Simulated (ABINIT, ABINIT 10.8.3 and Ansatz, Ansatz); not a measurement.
**MgH2 (P4_2/mnm): Bethe-Salpeter spectra with ABINIT**

Wanted: excitons and ε₂ of MgH2 (P4_2/mnm), with cost.

Method: PBE and many-body steps on it, plane waves, in ABINIT 10.8.3 and Ansatz 0.2.0.

This is a report of a sequence of runs, with most program output left out.

## (1) Starting point

Symmetry: P4_2/mnm, No. 136, tetragonal system. Conventional cell: a = 4.517 Å, b = 4.517 Å, c = 3.020 Å, α = 90.00°, β = 90.00°, γ = 90.00°. Mg has 6 H at 1.95 Å nearest. H has 3 Mg at 1.95 Å nearest. Farther neighbours are not listed.

The cell and positions come from the Crystallography Open Database and are kept as given unless a step says otherwise.

## (2) Empty states on the mesh, 4×4×4 mesh, 105 bands

This step: ABINIT 10.8.3; DFT, PBE, plane waves, norm-conserving pseudopotentials.

The sums over transitions need many empty states on a uniform mesh; this step solves for them.

Contents of run.abi:

```
acell 3*1.0 Angstrom
rprim 
  4.516800000000 0.000000000000 0.000000000000
  0.000000000000 4.516800000000 0.000000000000
  0.000000000000 0.000000000000 3.020500000000
ntypat 2
znucl 12 1
natom 6
typat 1 1 2 2 2 2
xred 
  0.000000000000 0.000000000000 0.000000000000
  0.500000000000 0.500000000000 0.500000000000
  0.306000000000 0.306000000000 0.000000000000
  0.194000000000 0.806000000000 0.500000000000
  0.694000000000 0.694000000000 0.000000000000
  0.806000000000 0.194000000000 0.500000000000
pp_dirpath "pseudos"
pseudos "Mg.upf, H.upf"
ecut 38
ngkpt 4 4 4
nshiftk 1
shiftk 0 0 0
kptopt 1
chksymbreak 0
iscf -2
irdden 1
istwfk *1
nband 105
nbdbuf 8
tolwfr 1e-09
nstep 60
prtvol 0
indata_prefix "in"
outdata_prefix "out"
tmpdata_prefix "tmp"
```

Run with:

```bash
$ OMP_NUM_THREADS=1 mpirun -n 8 abinit run.abi > log
```

Run time: 32 s. Hardware: 8 MPI ranks of Arm Neoverse V1, shared host; peak memory 0.63 GiB.

This step gave:

```yaml
gap: 3.895 eV
k_of_the_valence_top: 0.25, 0, 0
k_of_the_conduction_bottom: 0.5, 0.5, 0.5
least_direct_gap: 4.666 eV
k_points_computed: 18
lowest_point_of_the_top_converged_band_above_the_valence_top: 62.7255 eV
```

On this mesh the gap is 3.895 eV.

The density comes from a self-consistent run that is not shown.

## (3) Screening, 4×4×4 mesh, 97 bands, screening to 119.7 eV

The RPA dielectric matrix is built and inverted for each q.

This step: RPA screening on PBE, plane waves, norm-conserving pseudopotentials.

run.abi, as its differences from that of step 2:

```diff
@@ -24,10 +24,11 @@
 chksymbreak 0
-iscf -2
-irdden 1
 istwfk *1
-nband 105
-nbdbuf 8
-tolwfr 1e-09
-nstep 60
-prtvol 0
+occopt 1
+irdwfk 1
+optdriver 3
+nband 97
+ecuteps 4.4
+inclvkb 2
+awtr 1
+symchi 1
 indata_prefix "in"
```

Wall time 52 s (8 MPI ranks); peak memory 2 GiB.

This step gave:

- ε∞ with local fields, on this mesh, along the program's q direction: 3.654
- the same without local fields: 4.055
- plasma frequency: 23.17 eV
- plane waves in the screening matrix: 181

Local fields lower ε∞ by 10 %. On a Γ-centred mesh this coarse the value itself is usually too large, while a short band sum pulls it down.

## (4) Self-energy, 4×4×4 mesh, 97 bands, screening to 119.7 eV

The self-energy is evaluated for the states that the input lists, and the levels follow from it, in one-shot runs by the linearised quasiparticle equation.

This step: G0W0 on PBE, plane waves, norm-conserving pseudopotentials.

run.abi, as its differences from that of step 3:

```diff
@@ -27,8 +27,21 @@
 irdwfk 1
-optdriver 3
+optdriver 4
 nband 97
+gwcalctyp 0
+ecutsigx 38
+symsigma 1
+nkptgw 4
+kptgw 
+  0.2500000000 0.0000000000 0.0000000000
+  0.5000000000 0.5000000000 0.5000000000
+  0.2500000000 0.2500000000 0.5000000000
+  0.0000000000 0.0000000000 0.0000000000
+bdgw 
+  11 14
+  11 14
+  11 14
+  10 14
 ecuteps 4.4
-inclvkb 2
-awtr 1
-symchi 1
+irdscr 1
+ppmodel 1
 indata_prefix "in"
```

Run time: 13 s. Hardware: 8 MPI ranks; peak memory 1.7 GiB.

Numbers from this step:

- G0W0 gap on the mesh: 5.868 eV
- starting gap on the mesh: 3.895 eV
- k of the valence top: 0.25, 0, 0
- k of the conduction bottom: 0.5, 0.5, 0.5
- least direct G0W0 gap on the computed points: 6.695 eV

The gap on the mesh goes from 3.90 eV to 5.87 eV, a correction of +1.97 eV.

The gap opens by 1.973 eV; the next steps shift the empty bands rigidly by 1.973 eV. The least direct G0W0 gap is 6.695 eV, so this shift leaves the direct transitions −0.06 eV off.

## (5) Excitons

Optical absorption needs the electron-hole interaction, solved here in a basis of vertical transitions on the mesh.

This step: Bethe-Salpeter equation on PBE with a scissors shift, plane waves, norm-conserving pseudopotentials.

run.abi, as its differences from that of step 4:

```diff
@@ -27,21 +27,17 @@
 irdwfk 1
-optdriver 4
-nband 97
-gwcalctyp 0
-ecutsigx 38
-symsigma 1
-nkptgw 4
-kptgw 
-  0.2500000000 0.0000000000 0.0000000000
-  0.5000000000 0.5000000000 0.5000000000
-  0.2500000000 0.2500000000 0.5000000000
-  0.0000000000 0.0000000000 0.0000000000
-bdgw 
-  11 14
-  11 14
-  11 14
-  10 14
-ecuteps 4.4
+optdriver 99
+bs_calctype 1
+mbpt_sciss 1.973 eV
+bs_loband 9
+nband 18
+bs_exchange_term 1
+bs_coulomb_term 11
+bs_coupling 0
+bs_algorithm 1
+bs_freq_mesh 0 13 0.1 eV
+zcut 0.15 eV
+ecuteps 4
+ecutwfn 19
+inclvkb 2
 irdscr 1
-ppmodel 1
 indata_prefix "in"
```

Wall time 45 s (8 MPI ranks); peak memory 1.1 GiB.

This step gave:

```yaml
direct_gap_of_the_transition_levels: 6.638 eV
transitions_in_the_window: 1536
first_strong_exciton_over_a_fiftieth_of_the_strongest_listed: 5.919 eV
lowest_state: 5.919 eV
binding_of_the_lowest_state_below_the_direct_gap: 0.7191 eV
coulomb_term_of_one_mesh_cell: 0.7083 eV
```

The binding is 1.0 times the screened Coulomb term of one mesh cell (0.71 eV), so it is not shown settled.

The lowest state lies at 5.919 eV, 0.719 eV under the direct gap.

Lines within 3 meV are set at the lowest of them, and the highest group, which the list may cut short, is left out. Lines of the exciton spectrum (strongest = 100):

```csv
position (eV),lines merged,"oscillator strength, relative"
5.919,1,100
5.954,1,99
5.998,1,29
6.004,1,13
6.018,1,10
6.034,1,4.3
6.056,2,2.0
6.120,1,36
6.125,1,46
6.130,1,11
6.133,1,0.1
6.186,1,18
6.202,2,15
```

Mean over the three Cartesian directions of q; broadening 0.15 eV; transition window only. Limits: finite bands, cutoff and mesh; coarse k mesh; exciton not shown settled in the k mesh. Table of ε₂ by photon energy; read off at these points:

```csv
photon energy (eV),BSE,no electron-hole interaction,"Kohn-Sham, no shift"
0.000,0,0,0
0.250,0.004,0.00235,0.00535
0.500,0.00803,0.0047,0.0108
0.750,0.0122,0.0071,0.0165
1.000,0.0166,0.0096,0.0226
1.250,0.0213,0.0122,0.0292
1.500,0.0263,0.0149,0.0365
1.750,0.0319,0.0179,0.0447
2.000,0.038,0.0210,0.0542
2.250,0.0450,0.0245,0.0655
2.500,0.0529,0.0283,0.0790
2.750,0.0623,0.0326,0.0958
3.000,0.0733,0.0374,0.117
3.250,0.0867,0.0430,0.146
3.500,0.103,0.0493,0.186
3.750,0.124,0.0568,0.247
4.000,0.151,0.0656,0.350
4.250,0.187,0.0763,0.583
4.500,0.236,0.0895,1.36
4.750,0.310,0.106,3.09
5.000,0.426,0.128,2.64
5.250,0.641,0.157,3.22
5.500,1.11,0.198,4.51
5.750,2.94,0.262,11.4
5.800,3.64,0.278,13.4
6.000,6.85,0.372,11.5
6.250,6.70,0.631,12.2
6.500,8.19,1.55,9.64
6.750,20.4,3.11,8.25
6.800,24.9,3.09,7.49
7.000,15.6,2.71,3.96
7.250,6.90,3.20,4.50
7.500,7.00,4.96,5.26
7.750,6.57,12.2,4.42
7.800,5.84,13.9,4.35
8.000,4.96,11.4,3.60
8.250,3.00,12.4,3.38
8.500,2.71,9.45,3.01
8.750,3.26,7.83,2.32
9.000,2.83,3.84,2.45
9.250,2.14,4.65,1.96
9.500,1.83,5.16,2.16
9.750,1.81,4.37,2.06
10.000,1.60,3.48,1.43
10.250,1.54,3.43,1.59
10.500,1.23,2.97,1.26
10.750,1.12,2.27,0.573
11.000,1.00,2.42,0.593
11.250,0.853,1.95,0.707
11.500,0.750,2.12,0.740
11.750,0.758,2.03,0.966
12.000,0.336,1.40,0.414
12.250,0.289,1.68,0.391
12.500,0.452,1.13,0.335
12.750,0.589,0.547,0.241
13.000,0.556,0.633,0.274
```

## (6) Triplet (no exchange term)

run.abi, as its differences from that of step 5:

```diff
@@ -31,4 +31,4 @@
 bs_loband 9
-nband 18
-bs_exchange_term 1
+nband 16
+bs_exchange_term 0
 bs_coulomb_term 11
@@ -36,3 +36,3 @@
 bs_algorithm 1
-bs_freq_mesh 0 13 0.1 eV
+bs_freq_mesh 0 11 0.1 eV
 zcut 0.15 eV
```

Elapsed: 19 s, on 8 MPI ranks; peak memory 0.98 GiB; 2.5 min of CPU time.

The lowest triplet lies at 5.836 eV; without spin-orbit coupling triplets are dark, so no spectrum is read.

## (7) Beyond Tamm-Dancoff

run.abi, as its differences from that of step 6:

```diff
@@ -32,5 +32,5 @@
 nband 16
-bs_exchange_term 0
+bs_exchange_term 1
 bs_coulomb_term 11
-bs_coupling 0
+bs_coupling 1
 bs_algorithm 1
```

It took 69 s on 8 MPI ranks; peak memory 0.99 GiB; 9.2 min of CPU time.

Numbers from this step:

```
direct gap of the transition levels              : 6.638 eV
transitions in the window                        : 1024
lowest state                                     : 5.92 eV
binding of the lowest state below the direct gap : 0.7184 eV
Coulomb term of one mesh cell                    : 0.7083 eV
```

The binding is 1.0 times the screened Coulomb term of one mesh cell (0.71 eV), so it is not shown settled.

The lowest state lies at 5.920 eV, 0.718 eV under the direct gap.

## (8) Dielectric constant by perturbation theory

This step: Ansatz 0.2.0; DFT, PBE, linear response to an electric field, plane waves, PAW.

The response to a uniform field gives ε∞, a yardstick for the screening that GW builds on its mesh.

Contents of input.yaml:

```yaml
crystal:
  lattice:
    - [4.5168, 0.0, 0.0]
    - [0.0, 4.5168, 0.0]
    - [0.0, 0.0, 3.0205]
  atoms:
    - { symbol: Mg, position: [0.0, 0.0, 0.0] }
    - { symbol: Mg, position: [0.5, 0.5, 0.5] }
    - { symbol: H, position: [0.306, 0.306, 0.0] }
    - { symbol: H, position: [0.194, 0.806, 0.5] }
    - { symbol: H, position: [0.694, 0.694, 0.0] }
    - { symbol: H, position: [0.806, 0.194, 0.5] }
kpoints:
  mp_grid: { grid: [6, 6, 8] }
hamiltonian:
  xc: pbe
scf:
  occupations: { method: fixed }
dielectric: {}
```

Run with:

```bash
$ ansatz run input.yaml --threads 8 --pin off --max-ram 14745MiB --backend cpu --events-out ev --progress --plain --runs-dir out
```

Elapsed: 8.1 s, on 8 threads; peak memory 0.69 GiB.

The field response gives a mean ε∞ of 3.97, which the model screening below takes as its input.

## (9) Model screening

This step: ABINIT 10.8.3; Bethe-Salpeter equation on PBE with a scissors shift, plane waves, norm-conserving pseudopotentials.

run.abi, as its differences from that of step 7:

```diff
@@ -31,8 +31,8 @@
 bs_loband 9
-nband 16
+nband 18
 bs_exchange_term 1
-bs_coulomb_term 11
-bs_coupling 1
-bs_algorithm 1
-bs_freq_mesh 0 11 0.1 eV
+bs_coulomb_term 21
+bs_coupling 0
+bs_algorithm 2
+bs_freq_mesh 0 13 0.1 eV
 zcut 0.15 eV
@@ -41,3 +41,6 @@
 inclvkb 2
-irdscr 1
+mdf_epsinf 3.97
+irdden 1
+bs_haydock_niter 300
+bs_haydock_tol -0.02 0
 indata_prefix "in"
```

Run with:

```bash
$ OMP_NUM_THREADS=1 mpirun -n 8 abinit run.abi > log
```

Elapsed: 29 s, on 8 MPI ranks; peak memory 1 GiB; 3.9 min of CPU time.

This step gave:

| Item | Value |
| --- | --- |
| direct gap of the transition levels | 6.638 eV |
| transitions in the window | 1536 |
| Coulomb term of one mesh cell | 0.6526 eV |

## (10) Empty states on the mesh, 4×4×6 mesh, 30 bands

This step: DFT, PBE, plane waves, norm-conserving pseudopotentials.

run.abi, as its differences from that of step 9:

```diff
@@ -19,28 +19,15 @@
 ecut 38
-ngkpt 4 4 4
+ngkpt 4 4 6
 nshiftk 1
-shiftk 0 0 0
-kptopt 1
+shiftk 0.11 0.21 0.31
+kptopt 3
 chksymbreak 0
+iscf -2
+irdden 1
 istwfk *1
-occopt 1
-irdwfk 1
-optdriver 99
-bs_calctype 1
-mbpt_sciss 1.973 eV
-bs_loband 9
-nband 18
-bs_exchange_term 1
-bs_coulomb_term 21
-bs_coupling 0
-bs_algorithm 2
-bs_freq_mesh 0 13 0.1 eV
-zcut 0.15 eV
-ecuteps 4
-ecutwfn 19
-inclvkb 2
-mdf_epsinf 3.97
-irdden 1
-bs_haydock_niter 300
-bs_haydock_tol -0.02 0
+nband 30
+nbdbuf 4
+tolwfr 1e-09
+nstep 60
+prtvol 0
 indata_prefix "in"
```

The job ended after 18 s (8 MPI ranks; peak memory 0.68 GiB; 2.4 min of CPU time).

This step gave:

- gap: 3.948 eV
- k of the valence top: -0.2225, 0.0525, 0.0517
- k of the conduction bottom: -0.4725, -0.4475, -0.4483
- least direct gap: 4.726 eV
- k points computed: 96
- lowest point of the top converged band, above the valence top: 16.36 eV

On this mesh the gap is 3.948 eV.

## (11) Denser, shifted k mesh (4×4×6)

This step: Bethe-Salpeter equation on PBE with a scissors shift, plane waves, norm-conserving pseudopotentials.

run.abi, as its differences from that of step 10:

```diff
@@ -24,10 +24,23 @@
 chksymbreak 0
-iscf -2
+istwfk *1
+occopt 1
+irdwfk 1
+optdriver 99
+bs_calctype 1
+mbpt_sciss 1.973 eV
+bs_loband 9
+nband 18
+bs_exchange_term 1
+bs_coulomb_term 21
+bs_coupling 0
+bs_algorithm 2
+bs_freq_mesh 0 13 0.1 eV
+zcut 0.15 eV
+ecuteps 3
+ecutwfn 19
+inclvkb 2
+mdf_epsinf 3.97
 irdden 1
-istwfk *1
-nband 30
-nbdbuf 4
-tolwfr 1e-09
-nstep 60
-prtvol 0
+bs_haydock_niter 300
+bs_haydock_tol -0.02 0
 indata_prefix "in"
```

Elapsed: 64 s, on 8 MPI ranks; peak memory 2.6 GiB.

Numbers from this step:

```yaml
direct_gap_of_the_transition_levels: 6.698 eV
transitions_in_the_window: 2304
coulomb_term_of_one_mesh_cell: 0.5701 eV
```

Mean over the three Cartesian directions of q; broadening 0.15 eV; transition window only. Limits: finite bands, cutoff and mesh; exciton not shown settled in the k mesh. The ε₂ by photon energy; read off at these points:

```csv
photon energy (eV),BSE,no electron-hole interaction,"Kohn-Sham, no shift"
0.00,0,0,0
0.50,0.00847,0.00467,0.0108
1.00,0.0175,0.00957,0.0225
1.50,0.0278,0.0149,0.0363
2.00,0.0402,0.0210,0.0538
2.50,0.0561,0.0283,0.0781
3.00,0.0779,0.0373,0.115
3.50,0.110,0.0491,0.179
4.00,0.160,0.0651,0.315
4.50,0.251,0.0885,0.812
5.00,0.443,0.125,3.95
5.50,1.02,0.190,6.56
6.00,5.64,0.333,12.3
6.10,9.31,0.384,12.8
6.50,15.2,0.884,8.22
6.90,17.1,3.59,5.83
7.00,16.1,4.07,5.36
7.50,5.92,6.79,5.54
8.00,3.62,12.6,3.96
8.10,3.40,12.7,3.73
8.50,3.00,8.00,2.78
9.00,2.30,5.28,2.28
9.50,1.62,5.41,1.86
10.00,1.19,3.89,1.62
10.50,0.988,2.73,1.12
11.00,0.954,2.27,0.984
11.50,0.677,1.88,0.684
12.00,0.500,1.59,0.494
12.50,0.428,1.12,0.325
13.00,0.282,0.969,0.236
```

## (12) Empty states on the mesh, 6×6×8 mesh, 30 bands

This step: DFT, PBE, plane waves, norm-conserving pseudopotentials.

run.abi, as its differences from that of step 11:

```diff
@@ -19,3 +19,3 @@
 ecut 38
-ngkpt 4 4 6
+ngkpt 6 6 8
 nshiftk 1
@@ -24,23 +24,10 @@
 chksymbreak 0
+iscf -2
+irdden 1
 istwfk *1
-occopt 1
-irdwfk 1
-optdriver 99
-bs_calctype 1
-mbpt_sciss 1.973 eV
-bs_loband 9
-nband 18
-bs_exchange_term 1
-bs_coulomb_term 21
-bs_coupling 0
-bs_algorithm 2
-bs_freq_mesh 0 13 0.1 eV
-zcut 0.15 eV
-ecuteps 3
-ecutwfn 19
-inclvkb 2
-mdf_epsinf 3.97
-irdden 1
-bs_haydock_niter 300
-bs_haydock_tol -0.02 0
+nband 30
+nbdbuf 4
+tolwfr 1e-09
+nstep 60
+prtvol 0
 indata_prefix "in"
```

Run time: 51 s. Hardware: 8 MPI ranks; peak memory 1.1 GiB.

This step gave:

| Property | Result |
| --- | --- |
| gap | 3.790 eV |
| k of the valence top | 0.185, -0.1317, -0.0862 |
| k of the conduction bottom | 0.3517, 0.3683, -0.4612 |
| least direct gap | 4.609 eV |
| k points computed | 288 |
| lowest point of the top converged band, above the valence top | 16.06 eV |

On this mesh the gap is 3.790 eV.

## (13) Denser, shifted k mesh (6×6×8)

This step: Bethe-Salpeter equation on PBE with a scissors shift, plane waves, norm-conserving pseudopotentials.

run.abi, as its differences from that of step 12:

```diff
@@ -24,10 +24,23 @@
 chksymbreak 0
-iscf -2
+istwfk *1
+occopt 1
+irdwfk 1
+optdriver 99
+bs_calctype 1
+mbpt_sciss 1.973 eV
+bs_loband 9
+nband 18
+bs_exchange_term 1
+bs_coulomb_term 21
+bs_coupling 0
+bs_algorithm 2
+bs_freq_mesh 0 13 0.1 eV
+zcut 0.15 eV
+ecuteps 3
+ecutwfn 19
+inclvkb 2
+mdf_epsinf 3.97
 irdden 1
-istwfk *1
-nband 30
-nbdbuf 4
-tolwfr 1e-09
-nstep 60
-prtvol 0
+bs_haydock_niter 300
+bs_haydock_tol -0.02 0
 indata_prefix "in"
```

It took 9.1 min on 8 MPI ranks; peak memory 7.2 GiB; 72 min of CPU time.

Numbers from this step:

| Quantity | Value |
| --- | --- |
| direct gap of the transition levels | 6.582 eV |
| transitions in the window | 6912 |
| Coulomb term of one mesh cell | 0.3953 eV |

## (14) Two recursion steps

run.abi, as its differences from that of step 13:

```diff
@@ -19,6 +19,6 @@
 ecut 38
-ngkpt 6 6 8
+ngkpt 4 4 4
 nshiftk 1
-shiftk 0.11 0.21 0.31
-kptopt 3
+shiftk 0 0 0
+kptopt 1
 chksymbreak 0
@@ -30,17 +30,15 @@
 mbpt_sciss 1.973 eV
-bs_loband 9
-nband 18
+bs_loband 10
+nband 15
 bs_exchange_term 1
-bs_coulomb_term 21
+bs_coulomb_term 11
 bs_coupling 0
 bs_algorithm 2
-bs_freq_mesh 0 13 0.1 eV
+bs_freq_mesh 0 10 0.1 eV
 zcut 0.15 eV
-ecuteps 3
+ecuteps 4
 ecutwfn 19
 inclvkb 2
-mdf_epsinf 3.97
-irdden 1
-bs_haydock_niter 300
-bs_haydock_tol -0.02 0
+irdscr 1
+bs_haydock_niter 2
 indata_prefix "in"
```

The job ended after 6.8 s (8 MPI ranks; peak memory 0.88 GiB).

The run ended normally, though the input holds a fault or crude settings.

The fault put into this input: two recursion steps.

## (15) The runs together

Times are wall times on 8 MPI ranks of Arm Neoverse V1, shared host, good to a factor of about two.

```csv
run,mesh,transitions,broadening (eV),direct gap (eV),lowest state (eV),binding (eV),mesh cell's term (eV),tallest peak (eV),height,time
excitons,4×4×4,1536,0.15,6.638,5.919,0.719,0.708,6.80,24.9,45 s
triplet (no exchange term),4×4×4,1024,0.15,6.638,5.836,0.802,0.708,-,-,19 s
beyond Tamm-Dancoff,4×4×4,1024,0.15,6.638,5.920,0.718,0.708,6.90,23.0,69 s
model screening,4×4×4,1536,0.15,6.638,-,-,0.653,7.00,25.7,29 s
"denser, shifted k mesh (4×4×6)",4×4×6,2304,0.15,6.698,-,-,0.570,6.90,17.1,64 s
"denser, shifted k mesh (6×6×8)",6×6×8,6912,0.15,6.582,-,-,0.395,6.50,17.1,9.1 min
```

## (16) What came out

```yaml
excitons: lowest state 5.919 eV (not settled in the k mesh)
triplet_no_exchange_term: lowest state 5.836 eV (not settled in the k mesh)
beyond_tamm_dancoff: lowest state 5.920 eV (not settled in the k mesh)
model_screening: tallest peak 7.0 eV
denser_shifted_k_mesh_4x4x6: tallest peak 6.9 eV
denser_shifted_k_mesh_6x6x8: tallest peak 6.5 eV
```

What this shows: On the 4×4×4 mesh the lowest exciton lies at 5.919 eV, 0.719 eV below the direct gap; one cell of the mesh carries a screened Coulomb term of 0.71 eV by a cubic estimate, rough for this lattice, so this binding is not shown settled. Triplet (no exchange term), against «excitons (4×4×4)»: the lowest state moves by −0.083 eV (keys changed: nband, bs_exchange_term and bs_freq_mesh). Triplets are dark. Beyond Tamm-Dancoff, against «excitons (4×4×4)»: the lowest state stays within 0.01 eV (keys changed: nband, bs_coupling and bs_freq_mesh). Model screening, against «excitons (4×4×4)»: the tallest peak goes from 6.80 eV to 7.00 eV (keys changed: bs_coulomb_term, bs_algorithm, irdscr, mdf_epsinf, irdden, bs_haydock_niter and bs_haydock_tol). Denser, shifted k mesh (4×4×6), against «model screening (4×4×4)»: the tallest peak goes from 7.00 eV to 6.90 eV (keys changed: ngkpt, shiftk, kptopt and ecuteps). Denser, shifted k mesh (6×6×8), against «denser, shifted k mesh (4×4×6)»: the tallest peak goes from 6.90 eV to 6.50 eV (keys changed: ngkpt). For «beyond Tamm-Dancoff» the program prints the energy to 0.01 eV alone, so further digits and smaller shifts mean nothing. A rigid shift treats all transitions alike. In the G0W0 table the openings from the upper filled bands to the empty bands at the same k run from +1.62 to +2.14 eV (median +2.01), where the shift is +1.97 eV, so peaks stand off by such differences. Lines within a few meV of each other can be one level split by numerical noise, or distinct levels. Screening is static and electronic alone, and only transitions inside the band window count. The 4×4×4 mesh is coarse for this cell, which bears on the long-range parts of exchange and screening.

[Paths, hosts, dates, memory and timing lines, banners, echoed tables and standing remarks are left out of the program output.]

[Logs are printed without paths, hosts, clocks, repeated set-up lines and the standing remarks that a program may print on its own settings, such as how far it seeks lower states.]

[Runs of the session that timed out or met a known fault of the program may be left out.]

[Hosts, paths, dates, database ids (printed as entryN), source tags and the programs' standing remarks are cut or masked in the printed files.]

[G0W0 gaps are taken among the corrected bands and points alone; a level outside them can change the order at an edge.]

[Where Ansatz stands beside ABINIT at settings called matched, ABINIT's density can come from a denser mesh and the files from another edition; pairs whose starting gaps differed by over 0.03 eV were left out, so agreement reads better than it is.]
